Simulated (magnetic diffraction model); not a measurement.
# Moment size from magnetic intensity in Sr3Yb4H14

Space group P-62m (no. 189), a = 6.6180 Å, c = 7.2680 Å.

```csv
site,atom,x,y,z
2d,Yb,1/3,2/3,1/2
2e,Yb,0,0,0.2694
3f,Sr,0,0.5655,0
2c,H,1/3,2/3,0
3f,H,0,0.2461,0
3g,H,0,0.2629,1/2
6i,H,0,0.6064,0.2781
```

This is a made-up structure (elements placed in a structure type, unrelaxed), so the numbers test the method and describe no known phase.

Only Yb is taken to order (form factors of Yb3+); orders and moment sizes are assumed, and not adapted to the symmetry. Radiation: neutrons of λ = 2.41 Å, 3° to 65°; isotropic B of 0.15 Å² (Yb), 0.21 Å² (Sr) and 0.29 Å² (H). The intensities are simulated: I ∝ L Σ (|F_N|² + |F_M⊥|²) for unpolarised neutrons, with F_M = 2.695 fm/μB × Σ f(s) S exp(2πi Q·r) exp(−B s²) at Q = H ± k (one set where k and −k are equivalent), only the part normal to Q counting and L = 1/(sin²θ cos θ). For collinear order S is the moment m, which repeats by lattice and centring translations R with the sign exp(−2πi k·R). Form factors are spin-only for 3d ions and dipole or tabulated for f ions, scattering lengths are Sears's of 1992, and absorption is left out. A label names one of the reflections at its angle. The strongest nuclear line in the range is 100, and lines under 0.2 are left out.

In a first state the assumed order is k = (0 1/2 1/2), collinear moments along [101], 3.7 μB on Yb; signs + at (1/3, 2/3, 1/2), + at (2/3, 1/3, 1/2), + at (0, 0, 0.2694), + at (0, 0, 0.7306), with this pattern:

```tsv
2θ (°)	index	nuclear	magnetic
15.39	(0 1/2 1/2)	0.0	43.8
19.09	(0 0 1)	3.8	0.0
23.08	(1 -1/2 1/2)	0.0	5.5
24.27	(1 0 0)	3.8	0.0
31.06	(1 0 1)	2.8	0.0
31.33	(0 1/2 3/2)	0.0	5.8
33.74	(1 1/2 1/2)	0.0	17.6
35.90	(1 -1/2 3/2)	0.0	1.2
38.06	(0 3/2 1/2)	0.0	3.6
38.73	(0 0 2)	1.6	0.0
42.71	(1 1 0)	65.0	0.0
43.81	(1 1/2 3/2)	0.0	7.0
45.66	(2 -1/2 1/2)	0.0	7.0
46.24	(1 0 2)	100.0	0.0
47.17	(1 1 1)	89.0	0.0
47.36	(0 3/2 3/2)	0.0	1.1
```
(The table stops after 16 lines; 13 more lie at higher angle.)

**Question.** Nearer the ordering temperature the line at 15.39° has total intensity 21.5 on the same scale, and all moments have shrunk alike. How large is the Yb moment?

The nuclear part, 0.0, stays, so the magnetic part is 21.5 against 43.8. It goes as m², so m = 3.7 × √(21.5/43.8) = 2.59 μB; the value used was 2.59 μB.

[Logs are printed without paths, hosts, clocks, repeated set-up lines and the standing remarks that a program may print on its own settings, such as how far it seeks lower states.]
